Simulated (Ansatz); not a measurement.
## Decaying states in the gap of Li2LaLuO4

Aim: relax a made-up compound, Li2LaLuO4, and see how good a tunnel barrier it would be. It is built by putting La for part of the Lu in the LiLuO2 structure of space group I4_1/amd, with the volume rescaled by atomic radii. The parent structure comes from the Materials Project.

Program: Ansatz 0.2.0. Level of theory: PBEsol DFT, plane waves, PAW files, in the first sound run; inputs show where later runs differ. Results are calculated unless marked as measured.

The structure was built from a prototype and need not be the compound's stable phase.

## Step 1: The starting structure

The structure is tetragonal, space group I-4m2 (No. 119). Conventional cell: a = 4.380 Å, b = 4.380 Å, c = 10.119 Å, α = 90.00°, β = 90.00°, γ = 90.00°. Nearest to Li lie 4 O at 2.21 Å. Nearest to Lu lie 6 O at 2.21 to 2.27 Å. Nearest to La lie 6 O at 2.21 to 2.27 Å. Nearest to O lie 2 Li at 2.21 Å and 2 La at 2.21 Å and 1 Lu at 2.27 Å. O has 2 Li at 2.21 Å and 2 Lu at 2.21 Å and 1 La at 2.27 Å nearest. It derives from LiLuO2. La for part of the Lu in the LiLuO2 structure of space group I4_1/amd. Farther neighbours and most contacts between anions are not listed.

As a file:

```cif
data_structure
_symmetry_space_group_name_H-M 'P 1'
_symmetry_Int_Tables_number 1
_cell_length_a 5.9323
_cell_length_b 5.9323
_cell_length_c 5.9323
_cell_angle_alpha 136.670
_cell_angle_beta 136.670
_cell_angle_gamma 62.947
_cell_volume 97.07
loop_
_atom_site_label
_atom_site_type_symbol
_atom_site_fract_x
_atom_site_fract_y
_atom_site_fract_z
_atom_site_occupancy
Li1 Li 0.25000 0.75000 0.50000 1
Li2 Li 0.50000 0.50000 0.00000 1
Lu3 Lu 0.00000 0.00000 0.00000 1
La4 La 0.75000 0.25000 0.50000 1
O5 O 0.77612 0.77612 0.00000 1
O6 O 0.22388 0.22388 0.00000 1
O7 O 0.52612 0.02612 0.50000 1
O8 O 0.97388 0.47388 0.50000 1
```

## Step 2: Relaxing the new crystal

The substituted atoms don't fit the parent's cell, so cell and atoms relax together. A small smearing keeps the run stable in case the gap closes on the way.

input.yaml

```yaml
crystal:
  lattice:
    - [-2.19010636, 2.19010636, 5.0595627797]
    - [2.19010636, -2.19010636, 5.0595627797]
    - [2.19010636, 2.19010636, -5.0595627797]
  atoms:
    - { symbol: Li, position: [0.25, 0.75, 0.5] }
    - { symbol: Li, position: [0.5, 0.5, 0.0] }
    - { symbol: Lu, position: [0.0, 0.0, 0.0] }
    - { symbol: La, position: [0.75, 0.25, 0.5] }
    - { symbol: O, position: [0.7761187, 0.7761187, 0.0] }
    - { symbol: O, position: [0.2238813, 0.2238813, 0.0] }
    - { symbol: O, position: [0.5261187, 0.0261187, 0.5] }
    - { symbol: O, position: [0.9738813, 0.4738813, 0.5] }
kpoints:
  mp_grid: { grid: [8, 8, 8] }
scf:
  occupations: { method: gaussian, width: 0.03 }
hamiltonian:
  xc: pbesol
output:
  forces: true
  stress: true
relax:
  f_tol: 0.02
  max_steps: 60
  cell: {}
```

On the command line:

```
> ansatz run input.yaml --threads 2 --pin off --max-ram 4096MiB --backend cpu --events-out ev --progress --plain --runs-dir out
```

Numbers of over 12 decimals in the logs are rounded to 6 here.

Output:

```text
Engine: ansatz 0.2.0, x86_64-unknown-linux-gnu
Pseudopotentials: kind: paw
Pseudopotential: Li, paw, valence charge 3, recommended cutoff 420 eV (normal), Li.paw.azcp
Pseudopotential: Lu, paw, valence charge 25, recommended cutoff 420 eV (normal), Lu.paw.azcp
Pseudopotential: La, paw, valence charge 11, recommended cutoff 420 eV (normal), La.paw.azcp
Pseudopotential: O, paw, valence charge 6, recommended cutoff 420 eV (normal), O.paw.azcp
Functional definition: PBEsol
  exchange = pbesol_x
  correlation = pbesol_c
Crystal: 8 atoms, lattice volume = 97.074 Å³
Basis set: ecut = 420 eV, 1921 PW (Γ), exchange–correlation on 80×80×80 points (8 copies of the dense FFT grid, shifted against one another)
Bands: 41, of which v1, the nominal top of the filled ones, is band 33 counted from 1 (32 counted from 0)
Symmetry: 8 space group operations
Space group: I-4m2 (ITA 119), of the structure as read, at distance tolerance 4.6e-5 Å
k-points: 59 of 512 (time reversal used)
Non-local potential: Li, projectors of the file, l = 0: 3, l = 1: 2, l = 2: 1
Non-local potential: Lu, projectors of the file, l = 0: 3, l = 1: 2, l = 2: 2, l = 3: 3
Non-local potential: La, projectors of the file, l = 0: 3, l = 1: 2, l = 2: 2, l = 3: 3
Non-local potential: O, projectors of the file, l = 0: 2, l = 1: 2, l = 2: 1
PAW form: soft (Blöchl's): semilocal exchange-correlation on the pseudo side does not see the compensation charge
PAW frozen core: Lu, regenerated for the run's functional, and the local potential with it (the file was generated under x = pbe(κ = 0.804, μ = 0.219515), c = pbe(β = 0.066725))
PAW frozen core: La, regenerated for the run's functional, and the local potential with it (the file was generated under x = pbe(κ = 0.804, μ = 0.219515), c = pbe(β = 0.066725))
PAW frozen core: O, regenerated for the run's functional, and the local potential with it (the file was generated under x = pbe(κ = 0.804, μ = 0.219515), c = pbe(β = 0.066725))
PAW one-centre angular grid: Li, 110 points (default); XC on 64 Gauss nodes
PAW one-centre angular grid: Lu, 590 points (default); XC on 64 Gauss nodes
PAW one-centre angular grid: La, 590 points (default); XC on 64 Gauss nodes
PAW one-centre angular grid: O, 110 points (default); XC on 64 Gauss nodes
Initial density: superposition of atomic densities (neutral atoms: chi_scale 0, normalization atom), corrected by the library's trained network
Initial wavefunctions: pseudopotential atomic-orbital guess
Functional: x = pbesol(κ = 0.804, μ = 0.123457), c = pbesol(β = 0.046)
SCF iter   1: F=—  HF=-23433.657557 eV  |F-HF|=—  |Δ(HF+E_count)|=         —  Δρ=1.55e-2  dr2=2.09e-1  ethr=1.77e-3  ⟨swp⟩=8.4  Hψ=12656  notcnv=0  defer=1
preconditioner: auto → Resta (q_TF=auto, 2.558 Å⁻¹)  ε∞=5.2  [insulator: Δε(μ)=3.120 eV  Ē_g=14.163 eV  σ=0.030 eV  W_gap=1.00  n_scr=32 (ndim 8)  ℏωp=29.2 eV  f_vac=0.024  D(μ)=0.00/eV (n_scr^D=0)  ε∞_Penn≈5.2]
SCF iter   2: F=—  HF=-23433.603489 eV  |F-HF|=—  |Δ(HF+E_count)|=   5.41e-2  Δρ=3.90e-3  dr2=6.76e-3  ethr=3.16e-4  ⟨swp⟩=4.0  Hψ=5627  notcnv=0  defer=200
SCF iter   3: F=—  HF=-23433.602118 eV  |F-HF|=—  |Δ(HF+E_count)|=   1.37e-3  Δρ=1.32e-3  dr2=1.30e-3  ethr=1.02e-5  ⟨swp⟩=2.3  Hψ=4269  notcnv=0  defer=201
SCF iter   4: F=—  HF=-23433.602241 eV  |F-HF|=—  |Δ(HF+E_count)|=   1.22e-4  Δρ=6.20e-4  dr2=2.81e-4  ethr=1.96e-6  ⟨swp⟩=2.2  Hψ=4488  notcnv=0  defer=201
SCF iter   5: F=—  HF=-23433.602044 eV  |F-HF|=—  |Δ(HF+E_count)|=   1.97e-4  Δρ=2.93e-4  dr2=7.18e-5  ethr=4.25e-7  ⟨swp⟩=3.0  Hψ=4497  notcnv=0  defer=201
SCF iter   6: F=—  HF=-23433.602037 eV  |F-HF|=—  |Δ(HF+E_count)|=   7.03e-6  Δρ=2.14e-4  dr2=3.22e-5  ethr=1.09e-7  ⟨swp⟩=2.0  Hψ=4164  notcnv=0  defer=201
SCF iter   7: F=—  HF=-23433.602029 eV  |F-HF|=—  |Δ(HF+E_count)|=   7.37e-6  Δρ=4.95e-5  dr2=2.00e-6  ethr=4.88e-8  ⟨swp⟩=2.0  Hψ=3728  notcnv=0  defer=201
SCF iter   8: F=—  HF=-23433.602029 eV  |F-HF|=—  |Δ(HF+E_count)|=   6.54e-7  Δρ=1.65e-5  dr2=1.95e-7  ethr=3.02e-9  ⟨swp⟩=2.0  Hψ=3958  notcnv=0  defer=201
SCF iter   9: F=-23433.602029 eV  HF=-23433.602029 eV  |F-HF|=8.60e-9  |Δ(HF+E_count)|=   3.79e-8  Δρ=2.07e-6  dr2=6.04e-9  ethr=1.52e-10  ⟨swp⟩=6.0  Hψ=12247  notcnv=0
SCF 1 converged in 9 iterations: F = -23433.602029 eV  dr2 = 6.04e-9
  greatest PAW one-centre occupation: 1.000 electrons in one spin orbital (limit 2), on the Li atom at site 0 (counted from 0), in its partial waves of l = 0
relax step   1: F+E_penalty+E_count = -23433.60202858 eV  Δ(F+E_penalty+E_count) = +0.000e0 eV  max|allowed force component| = 2.162e0 eV/Å  Δτ_max = 0.0000 Å  P = +17.052 GPa  Ω = 97.074 Å³  (9 SCF iters, dr2 threshold 1.00e-7 eV, accepted)
Crystal: 8 atoms, lattice volume = 108.822 Å³
Basis set: ecut = 420 eV, 2121 PW (Γ), exchange–correlation on 80×80×80 points (8 copies of the dense FFT grid, shifted against one another)
Initial density: handed on by an earlier stage of this run
Initial wavefunctions: those handed on with the density
iter 1 solved again at ethr=4.95e-4 eV; its pass at ethr=3.10e-3 eV (dr2=3.27e-1 eV) is discarded
SCF iter   1: F=—  HF=-23434.581671 eV  |F-HF|=—  |Δ(HF+E_count)|=         —  Δρ=1.61e-2  dr2=3.27e-1  ethr=4.95e-4  ⟨swp⟩=2.3  Hψ=21987  notcnv=0
preconditioner: auto → Resta (q_TF=auto, 2.510 Å⁻¹)  ε∞=5.4  [insulator: Δε(μ)=3.276 eV  Ē_g=12.934 eV  σ=0.030 eV  W_gap=1.00  n_scr=32 (ndim 8)  ℏωp=27.1 eV  f_vac=0.068  D(μ)=0.00/eV (n_scr^D=0)  ε∞_Penn≈5.4]
SCF iter   2: F=—  HF=-23434.507120 eV  |F-HF|=—  |Δ(HF+E_count)|=   7.46e-2  Δρ=8.66e-3  dr2=1.13e-1  ethr=4.95e-4  ⟨swp⟩=7.3  Hψ=5938  notcnv=0  defer=15
SCF iter   3: F=—  HF=-23434.476209 eV  |F-HF|=—  |Δ(HF+E_count)|=   3.09e-2  Δρ=4.46e-3  dr2=2.58e-2  ethr=1.71e-4  ⟨swp⟩=7.5  Hψ=7641  notcnv=0  defer=71
SCF iter   4: F=—  HF=-23434.471058 eV  |F-HF|=—  |Δ(HF+E_count)|=   5.15e-3  Δρ=1.53e-3  dr2=2.78e-3  ethr=3.91e-5  ⟨swp⟩=4.4  Hψ=6244  notcnv=0  defer=136
SCF iter   5: F=—  HF=-23434.470760 eV  |F-HF|=—  |Δ(HF+E_count)|=   2.97e-4  Δρ=4.75e-4  dr2=2.62e-4  ethr=4.21e-6  ⟨swp⟩=3.9  Hψ=6363  notcnv=0  defer=146
SCF iter   6: F=—  HF=-23434.470618 eV  |F-HF|=—  |Δ(HF+E_count)|=   1.42e-4  Δρ=3.05e-4  dr2=1.12e-4  ethr=3.96e-7  ⟨swp⟩=3.0  Hψ=6146  notcnv=0  defer=147
SCF iter   7: F=—  HF=-23434.470606 eV  |F-HF|=—  |Δ(HF+E_count)|=   1.21e-5  Δρ=9.81e-5  dr2=1.48e-5  ethr=1.70e-7  ⟨swp⟩=3.6  Hψ=6145  notcnv=0  defer=147
SCF iter   8: F=—  HF=-23434.470607 eV  |F-HF|=—  |Δ(HF+E_count)|=   1.35e-6  Δρ=3.19e-5  dr2=1.71e-6  ethr=2.24e-8  ⟨swp⟩=2.6  Hψ=4592  notcnv=0  defer=147
[...]
SCF 3 converged in 9 iterations: F = -23434.501320 eV  dr2 = 2.01e-8
relax step   3: F+E_penalty+E_count = -23434.50131968 eV  Δ(F+E_penalty+E_count) = -3.071e-2 eV  max|allowed force component| = 2.374e-1 eV/Å  Δτ_max = 0.0445 Å  P = +0.076 GPa  Ω = 107.001 Å³  energy of the carried Pulay correction = -3.266e-2 eV  (9 SCF iters, dr2 threshold 8.00e-7 eV, accepted)
[... from here on, the SCF cycles and remarks between the steps are left out ...]
relax step   4: F+E_penalty+E_count = -23434.50884665 eV  Δ(F+E_penalty+E_count) = -7.527e-3 eV  max|allowed force component| = 2.327e-2 eV/Å  Δτ_max = 0.0183 Å  P = +0.021 GPa  Ω = 107.203 Å³  energy of the carried Pulay correction = -3.329e-2 eV  (7 SCF iters, dr2 threshold 8.00e-7 eV, accepted)
relax step   5: F+E_penalty+E_count = -23434.50937411 eV  Δ(F+E_penalty+E_count) = -5.275e-4 eV  max|allowed force component| = 1.380e-2 eV/Å  Δτ_max = 0.0136 Å  P = -0.007 GPa  Ω = 107.457 Å³  energy of the carried Pulay correction = -3.409e-2 eV  (6 SCF iters, dr2 threshold 5.99e-7 eV, accepted)
relax step   6: F+E_penalty+E_count = -23434.50946993 eV  Δ(F+E_penalty+E_count) = -9.582e-5 eV  max|allowed force component| = 6.404e-3 eV/Å  Δτ_max = 0.0017 Å  P = +0.019 GPa  Ω = 107.444 Å³  energy of the carried Pulay correction = -3.405e-2 eV  (6 SCF iters, dr2 threshold 3.27e-8 eV, accepted)
relax step   7: F+E_penalty+E_count = -23434.57542885 eV  Δ(F+E_penalty+E_count) = -6.596e-2 eV  max|allowed force component| = 3.107e-3 eV/Å  Δτ_max = 0.0000 Å  P = +0.928 GPa  Ω = 107.444 Å³  stress off target by 1.34e0 GPa  SCF on the basis re-selected at this cell (its energy is not comparable with the rows above)  (10 SCF iters)
relax step   8: F+E_penalty+E_count = -23434.57774739 eV  Δ(F+E_penalty+E_count) = -2.319e-3 eV  max|allowed force component| = 3.342e-3 eV/Å  Δτ_max = 0.0177 Å  P = +0.155 GPa  Ω = 108.487 Å³  energy of the carried Pulay correction = -3.466e-3 eV  (7 SCF iters, dr2 threshold 8.00e-7 eV, accepted)
relax step   9: F+E_penalty+E_count = -23434.57712976 eV  Δ(F+E_penalty+E_count) = +6.176e-4 eV  max|allowed force component| = 1.852e-3 eV/Å  Δτ_max = 0.0074 Å  P = +0.006 GPa  Ω = 108.776 Å³  energy of the carried Pulay correction = -4.474e-3 eV  (6 SCF iters, dr2 threshold 2.18e-7 eV, accepted)
relax step  10: F+E_penalty+E_count = -23434.58215375 eV  Δ(F+E_penalty+E_count) = -5.024e-3 eV  max|allowed force component| = 1.797e-3 eV/Å  Δτ_max = 0.0000 Å  P = +0.029 GPa  Ω = 108.776 Å³  stress off target by 1.18e-1 GPa  SCF on the basis re-selected at this cell (its energy is not comparable with the rows above)  (8 SCF iters)
relax step  11: F+E_penalty+E_count = -23434.58195545 eV  Δ(F+E_penalty+E_count) = +1.983e-4 eV  max|allowed force component| = 1.857e-4 eV/Å  Δτ_max = 0.0022 Å  P = +0.001 GPa  Ω = 108.858 Å³  energy of the carried Pulay correction = -2.643e-4 eV  (6 SCF iters, dr2 threshold 3.48e-8 eV, accepted)
iter 1 solved again at ethr=2.18e-7 eV; its pass at ethr=3.10e-3 eV (dr2=1.44e-4 eV) is discarded
SCF iter   1: F=—  HF=-23434.582146 eV  |F-HF|=—  |Δ(HF+E_count)|=         —  Δρ=2.28e-5  dr2=4.19e-8  ethr=2.18e-7  ⟨swp⟩=4.2  Hψ=21713  notcnv=0
eigensolver tolerance schedule: the retry pair's looser diagonalisation over-reported the residual by 3425.78 of it (diagonalisation noise at 0.32 of the residual, at the tolerance the schedule requests for it); recorded, not acted on — ethr = c·dr2/N_el stays at c = 1.0e-1
preconditioner: auto → Resta (q_TF=auto, 2.510 Å⁻¹)  ε∞=5.6  [insulator: Δε(μ)=3.155 eV  Ē_g=12.593 eV  σ=0.030 eV  W_gap=1.00  n_scr=32 (ndim 8)  ℏωp=27.1 eV  f_vac=0.063  D(μ)=0.00/eV (n_scr^D=0)  ε∞_Penn≈5.6]
SCF iter   2: F=—  HF=-23434.582255 eV  |F-HF|=—  |Δ(HF+E_count)|=   1.09e-4  Δρ=1.23e-5  dr2=2.56e-8  ethr=6.35e-11  ⟨swp⟩=3.9  Hψ=7501  notcnv=0
SCF iter   3: F=—  HF=-23434.582256 eV  |F-HF|=—  |Δ(HF+E_count)|=   6.95e-7  Δρ=4.53e-6  dr2=9.75e-9  ethr=3.88e-11  ⟨swp⟩=2.9  Hψ=5397  notcnv=0
SCF iter   4: F=—  HF=-23434.582256 eV  |F-HF|=—  |Δ(HF+E_count)|=   6.43e-8  Δρ=1.39e-6  dr2=2.04e-9  ethr=1.48e-11  ⟨swp⟩=2.2  Hψ=4322  notcnv=0
SCF iter   5: F=—  HF=-23434.582256 eV  |F-HF|=—  |Δ(HF+E_count)|=   1.10e-9  Δρ=7.43e-7  dr2=6.92e-10  ethr=3.09e-12  ⟨swp⟩=2.8  Hψ=5326  notcnv=0
SCF iter   6: F=—  HF=-23434.582256 eV  |F-HF|=—  |Δ(HF+E_count)|=   1.00e-9  Δρ=4.76e-7  dr2=1.63e-10  ethr=1.05e-12  ⟨swp⟩=3.1  Hψ=4829  notcnv=0
SCF iter   7: F=-23434.582256 eV  HF=-23434.582256 eV  |F-HF|=3.64e-12  |Δ(HF+E_count)|=  9.09e-10  Δρ=1.34e-7  dr2=2.20e-11  ethr=1.00e-12  ⟨swp⟩=5.9  Hψ=11839  notcnv=0
SCF 12 converged in 7 iterations: F = -23434.582256 eV  dr2 = 2.20e-11
relax step  12: F+E_penalty+E_count = -23434.58225582 eV  Δ(F+E_penalty+E_count) = -3.004e-4 eV  max|allowed force component| = 2.274e-4 eV/Å  Δτ_max = 0.0000 Å  P = +0.003 GPa  Ω = 108.858 Å³  stress off target by 1.52e-2 GPa  SCF on the basis re-selected at this cell (its energy is not comparable with the rows above)  (7 SCF iters)
basis re-selected at this cell: Δ(F+E_penalty+E_count) = -3.004e-4 eV, ΔP = +0.001 GPa vs the last step (what re-selecting the basis moved, of the pressure what is left beyond the Pulay correction that the steps carried, after the strain that the cell walked since its last selection, with what the two solves' SCF thresholds leave and, on support functions, any second-order correction that the steps lacked; it is no m [...]
SCF converged after 7 iterations
Free energy (F): -23434.582256 eV
Harris-Foulkes:  -23434.582256 eV  (|F-HF|=3.64e-12)
Internal energy: -23434.582256 eV  (E = F + TS)
E sigma→0 (E₀):  -23434.582256 eV
Fermi energy:    9.647752 eV
--- Per-component energies (eV) ---
  E_band       = -231.820170
  E_kinetic    = 1360.543615
  E_local      = -10157.051091  (includes V_loc(G=0)·N_el)
  E_nonlocal   = 807.490713
  E_hartree    = 4226.384379
  E_xc         = -672.552952
  E_vxc        = -812.904074  (∫ρ·V_xc dr)
  E_paw        = -13233.389413  (= ΣΔE_a)
  E_vpaw       = 117.322373  (= ΣTr[D̂ρ^β])
  E_aug_tail   = 0.009803  (compensation charges beyond the density's cutoff)
  E_ewald      = -5767.520139
  E_core_change = 1.502829  (= ΣΔE_core)
  E_smearing   = -0.000000  (= −TS)
  E_closure    = -0.000000  (closes the sum)
  Σ components = -23434.582256   (vs F -23434.582256, Δ=0.00e0)
--- Forces (eV/Å), atoms counted from 1 ---
  atom   1  Li     0.00000000     0.00000000     0.00000000
  atom   2  Li    -0.00000000     0.00000000     0.00000000
  atom   3  Lu     0.00000000     0.00000000    -0.00000000
  atom   4  La    -0.00000000     0.00000000     0.00000000
  atom   5  O     -0.00000000     0.00000000     0.00003291
  atom   6  O      0.00000000     0.00000000    -0.00003291
  atom   7  O      0.00000000     0.00000000     0.00022737
  atom   8  O      0.00000000     0.00000000    -0.00022737
  max |Σ_I F_I| component: 9.92e-18 eV/Å
--- Stress (GPa, compression-positive) ---
       -0.003781       0.000000       0.000000
        0.000000      -0.003781       0.000000
        0.000000       0.000000       0.015184
  P = ⅓ Tr σ = 0.0025 GPa (0.025 kbar)
--- Relaxed structure (9 steps of the walk, 9 accepted, 3 SCFs on fresh bases) ---
  F+E_penalty+E_count = -23434.58225582 eV   max|allowed force component| = 2.274e-4 eV/Å   (the final SCF, on the basis selected at the relaxed cell)
  cell:  # Å, volume = 108.8579 Å³
    - [-2.230683, 2.230683, 5.469208]
    - [2.230683, -2.230683, 5.469208]
    - [2.230683, 2.230683, -5.469208]
  atoms:
    - { symbol: Li, position: [0.250000, 0.750000, 0.500000] }
    - { symbol: Li, position: [0.5, 0.5, 0] }
    - { symbol: Lu, position: [-8.892940381859698e-19, -8.892940381859702e-19, 0] }
    - { symbol: La, position: [0.750000, 0.250000, 0.500000] }
    - { symbol: O, position: [0.797081, 0.797081, 0] }
    - { symbol: O, position: [0.202919, 0.202919, 0] }
    - { symbol: O, position: [0.519057, 0.019057, 0.500000] }
    - { symbol: O, position: [0.980943, 0.480943, 0.5] }
```

Wall time 2.1 min (2 threads of Intel Xeon Platinum 8488C (Sapphire Rapids), shared host); peak memory 0.64 GiB.

The steps of the relaxation:

```csv
step,energy less that of the first step (eV),largest force component (eV/Å),pressure (GPa),volume (Å³)
1,0.0000,2.1623,17.05,97.07
2,-0.8686,0.2185,-2.85,108.82
3,-0.8993,0.2374,0.08,107.00
4,-0.9068,0.0233,0.02,107.20
5,-0.9073,0.0138,-0.01,107.46
6,-0.9074,0.0064,0.02,107.44
7*,-0.9734,0.0031,0.93,107.44
8,-0.9757,0.0033,0.15,108.49
9,-0.9751,0.0019,0.01,108.78
10*,-0.9801,0.0018,0.03,108.78
11,-0.9799,0.0002,0.00,108.86
12*,-0.9802,0.0002,0.00,108.86
```

Relaxation steps marked * repeat the geometry before them on a plane-wave basis chosen anew for their cell, so energy and pressure can jump there.

The run keeps the 8 symmetry operations that it works with, so distortions that break them were not tested.

```csv
"conventional cell, symmetrised",before,after,change
a (Å),4.380,4.461,+1.9 %
b (Å),4.380,4.461,+1.9 %
c (Å),10.119,10.938,+8.1 %
volume (Å³/atom),12.13,13.61,+12.1 %
```

The atoms that moved most (Å, as changes of fractional coordinates times the final cell):

```csv
atom,dx,dy,dz,length
O5,0.000,0.000,0.229,0.229
O6,0.000,0.000,-0.229,0.229
O8,0.000,0.000,0.077,0.077
O7,0.000,0.000,-0.077,0.077
```

This step gave:

| Item | Value |
| --- | --- |
| free energy | -23434.5823 eV |
| Fermi energy | 9.648 eV |
| pressure | 0.002541 GPa |

The largest force component on a free atom ends at 2.3e-4 eV/Å.

[end of part 1 of 3]

[Logs are printed without paths, hosts, clocks, repeated set-up lines and the standing remarks that a program may print on its own settings, such as how far it seeks lower states.]

[Hosts, paths, dates, database ids (printed as entryN), source tags and the programs' standing remarks are cut or masked in the printed files.]
